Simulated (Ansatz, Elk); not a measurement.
## How far do independent atoms describe AlZn2Cd?

Structure refinements treat a crystal as free atoms side by side. For a made-up structure of AlZn2Cd (cell and positions from a r2SCAN relaxation) the runs below show what the calculated density changes in F(hkl).

Calculated with Elk 11.2.3 (patched build); DFT, PBE, all-electron APW+lo, Dirac cores, scalar-relativistic bands, static density, no spin.

This account leaves out most program logs.

The structure was built from a prototype and need not be the compound's stable phase.

### Step 1. The structure

Symmetry: Cmcm, No. 63, orthorhombic system. Conventional cell: a = 4.202 Å, b = 9.639 Å, c = 7.020 Å, α = 90.00°, β = 90.00°, γ = 90.00°. Cd has 3 Al at 2.81 to 2.91 Å and 8 Zn at 3.05 to 3.13 Å nearest. Nearest to Zn lie 3 Al at 2.56 to 2.67 Å and 2 Zn at 2.60 to 2.66 Å and 4 Cd at 3.05 to 3.13 Å. Nearest to Al lie 6 Zn at 2.56 to 2.67 Å and 3 Cd at 2.81 to 2.91 Å. Farther neighbours are not listed.

### Step 2. Ground state and structure factors

An all-electron density is needed, since X-rays see the cores too. Task 0 finds the density and task 195 Fourier-transforms it; tshift is off so that phases refer to the origin typed.

elk.in

```
tasks
  0
  195

xctype
  20

spinpol
  .false.

rgkmax
  7.0

gmaxvr
  14.0

lmaxo
  7

lmaxapw
  8

swidth
  0.002

tshift
  .false.

ramdisk
  .false.

hmaxvr
  5.5

maxscl
  120

epspot
  1e-06

sppath
  './'

avec
  3.97008908065 -9.10798010575 0.00000000000
  3.97008908065 9.10798010575 0.00000000000
  0.00000000000 0.00000000000 13.26629161608

atoms
  3
  'Cd.in'
  2
  0.0561770435 0.9438229565 0.2500000000   0.000000 0.000000 0.000000
  0.9438229565 0.0561770435 0.7500000000   0.000000 0.000000 0.000000
  'Zn.in'
  4
  0.6294943553 0.3705056447 0.5644971716   0.000000 0.000000 0.000000
  0.3705056447 0.6294943553 0.4355028284   0.000000 0.000000 0.000000
  0.3705056447 0.6294943553 0.0644971716   0.000000 0.000000 0.000000
  0.6294943553 0.3705056447 0.9355028284   0.000000 0.000000 0.000000
  'Al.in'
  2
  0.7646654776 0.2353345224 0.2500000000   0.000000 0.000000 0.000000
  0.2353345224 0.7646654776 0.7500000000   0.000000 0.000000 0.000000

ngridk
  6 6 3
```

Run with:

```bash
> OMP_NUM_THREADS=4 elk
```

Run time: 83 s. Hardware: 4 threads of Arm Neoverse V1, shared host; peak memory 0.31 GiB.

SFACRHO.OUT:

```text

h k l indices transformed by vhmat matrix:
   1.000000000       0.000000000       0.000000000    
   0.000000000       1.000000000       0.000000000    
   0.000000000       0.000000000       1.000000000    

      h      k      l  multipl.   |H|            Re(F)            Im(F)           |F|

      0      0      0      1   0.0000000       242.00000      0.83322222E-17   242.00000    
      0      0     -1      2  0.47362032     -0.23021582E-13  -0.0000000      0.23021582E-13
     -1      1      0      2  0.68985497       39.376244     -0.66572077E-14   39.376244    
     -1      1      1      2  0.83678915       9.7494851     -0.16643019E-13   9.7494851    
      1     -1      1      2  0.83678915      -9.7494851     -0.66572077E-14   9.7494851    
     -1      0      0      4  0.86322363       8.9644249     -0.99858116E-14   8.9644249    
      0      0      2      2  0.94724064      -32.596301      0.36511196E-16   32.596301    
      1      0      1      4  0.98461731      -38.699234     -0.13314415E-13   38.699234    
      0      1      1      4  0.98461731       38.699234     -0.66572077E-14   38.699234    
     -1      1      2      2   1.1718211      -46.395980      0.13106378E-13   46.395980    
      1     -1      2      2   1.1718211      -46.395980     -0.13522453E-13   46.395980    
      1      0      2      4   1.2815693      -121.54364      -0.0000000       121.54364    
      1      0     -2      4   1.2815693      -121.54364      0.33286039E-14   121.54364    
      1     -2      0      4   1.3026722       107.54507      -0.0000000       107.54507    
     -2      2      0      2   1.3797099      -65.794075      -0.0000000       65.794075    
      2     -1     -1      4   1.3860992       108.21333      0.13314415E-13   108.21333    
      2     -1      1      4   1.3860992      -108.21333     -0.13314415E-13   108.21333    
      0      0     -3      2   1.4208610      0.55433042E-14  -0.0000000      0.55433042E-14
```

Elk indexes on the primitive cell of elk.in and gives |H| = 4π sin θ/λ in inverse bohr. Below, one row stands for each form hkl of the conventional cell (m members, Friedel mates merged), F is for one primitive cell and the density is static (no thermal factor). Free-atom factors are Waasmaier and Kirfel's, and R is Σm||F|−|F'||/Σm|F|.

```csv
hkl,m,sin θ/λ (Å⁻¹),"abs F, DFT",neutral atoms,diff.
001,2,0.071,0.000,0.000,+0.000
020,2,0.104,39.376,39.702,-0.326
021,4,0.126,9.749,9.834,-0.084
110,4,0.130,8.964,9.042,-0.077
002,2,0.142,32.596,32.420,+0.176
111,8,0.148,38.699,38.966,-0.267
022,4,0.176,46.396,46.545,-0.149
112,8,0.193,121.544,122.053,-0.509
130,4,0.196,107.545,108.034,-0.489
040,2,0.207,65.794,66.366,-0.572
131,8,0.208,108.213,108.756,-0.543
003,2,0.214,0.000,0.000,+0.000
041,4,0.219,84.858,85.197,-0.340
023,4,0.237,129.161,130.350,-1.189
200,2,0.238,180.942,182.279,-1.337
132,8,0.242,16.531,16.931,-0.400
201,4,0.248,0.000,0.000,+0.000
113,8,0.250,52.470,53.257,-0.787
042,4,0.252,87.712,88.544,-0.832
220,4,0.260,32.639,32.561,+0.078
221,8,0.269,8.279,7.960,+0.319
202,4,0.277,26.139,25.884,+0.255
```

### Step 3. The highest occupied states alone

An energy window below the Fermi level keeps the highest occupied states, to see at which angles they scatter; shallow core shells can lie inside it and anion s states outside. No new self-consistency is needed.

Changes to elk.in since step 2:

```diff
@@ -1,3 +1,2 @@
 tasks
-  0
   195
@@ -40,2 +39,5 @@
 
+wsfac
+  -0.327910 0.523330
+
 sppath
```

Run with:

```bash
> OMP_NUM_THREADS=4 elk
```

The job ended after 24 s (4 threads; peak memory 0.25 GiB; 30 s of CPU time).

States within 15 eV below the Fermi level hold 78.00 electrons; any levels below the window count with the cores. Their amplitudes can exceed the total, where window and core parts have opposite phase:

```
hkl  sin θ/λ (Å⁻¹)  abs F, window  abs F, all
001          0.071          0.000       0.000
020          0.104          8.908      39.376
021          0.126          4.457       9.749
110          0.130         10.185       8.964
002          0.142          7.684      32.596
111          0.148         13.969      38.699
022          0.176         10.496      46.396
112          0.193         25.683     121.544
130          0.196         28.927     107.545
040          0.207         27.185      65.794
```

### Step 4. Another functional

The difference from free atoms is small, so it is set against the change that LDA (Perdew-Wang) makes.

Changes to elk.in since step 3:

```diff
@@ -1,2 +1,3 @@
 tasks
+  0
   195
@@ -4,3 +5,3 @@
 xctype
-  20
+  3
 
@@ -39,5 +40,2 @@
 
-wsfac
-  -0.327910 0.523330
-
 sppath
```

Run with:

```bash
> OMP_NUM_THREADS=4 elk
```

Elapsed: 52 s, on 4 threads; peak memory 0.24 GiB.

Against the first run R = 0.06 %; the largest change is -0.089 at 223.

### Step 5. A coarser k-mesh

About half the k-points along each axis test the sampling.

Changes to elk.in since step 4:

```diff
@@ -5,3 +5,3 @@
 xctype
-  3
+  20
 
@@ -66,2 +66,2 @@
 ngridk
-  6 6 3
+  3 3 2
```

Run with:

```bash
> OMP_NUM_THREADS=4 elk
```

Elapsed: 46 s, on 4 threads; peak memory 0.3 GiB; 1.7 min of CPU time.

Against the first run R = 0.01 %; the largest change is -0.088 at 002.

### Step 6. Settings against the effect

| run | R against the first run (%) | R against neutral atoms, low angle (%) | wall time |
| --- | --- | --- | --- |
| PBE, rgkmax 7 | 0.00 | 0.70 | 83 s |
| LDA (Perdew-Wang) | 0.06 | 0.70 | 52 s |
| k-mesh 3×3×2 | 0.01 | 0.70 | 46 s |

### Step 7. Summary of results

| Quantity | Value |
| --- | --- |
| R against neutral atoms, sin θ/λ < 0.3 Å⁻¹ | 0.70 % |
| R against neutral atoms, 0.3 to 0.57 Å⁻¹ | 0.20 % |

Independent neutral atoms miss the calculated amplitudes by R = 0.70 % below 0.3 Å⁻¹ and 0.20 % from there to 0.57 Å⁻¹; by shells, 0.72 % below 0.15 Å⁻¹ (5 forms), 0.70 % 0.15 to 0.3 (20 forms), 0.26 % 0.3 to 0.45 (49 forms), 0.15 % above 0.45 (65 forms). Bonding, aspherical density and the tables' own atoms all enter these figures, and the runs don't part them. The largest change of an amplitude is -1.34 electrons, at 200. The window's part falls from 78.0 electrons at the origin to at most 12.16 between 0.45 and 0.57 Å⁻¹, where compact states inside the window still scatter. Below 0.3 Å⁻¹ the changes that finished (LDA (Perdew-Wang) and k-mesh 3×3×2) move F by R = 0.03 % at most, against the 0.70 % that separates it from free atoms. The basis has no finished test. Part of the difference isn't bonding: the tables are fits to free atoms and ions calculated by other methods than this functional. Thermal motion, anomalous dispersion and extinction are left out.

[Logs are printed without paths, hosts, clocks, repeated set-up lines and the standing remarks that a program may print on its own settings, such as how far it seeks lower states.]

[Hosts, paths, dates, database ids (printed as entryN), source tags and the programs' standing remarks are cut or masked in the printed files.]
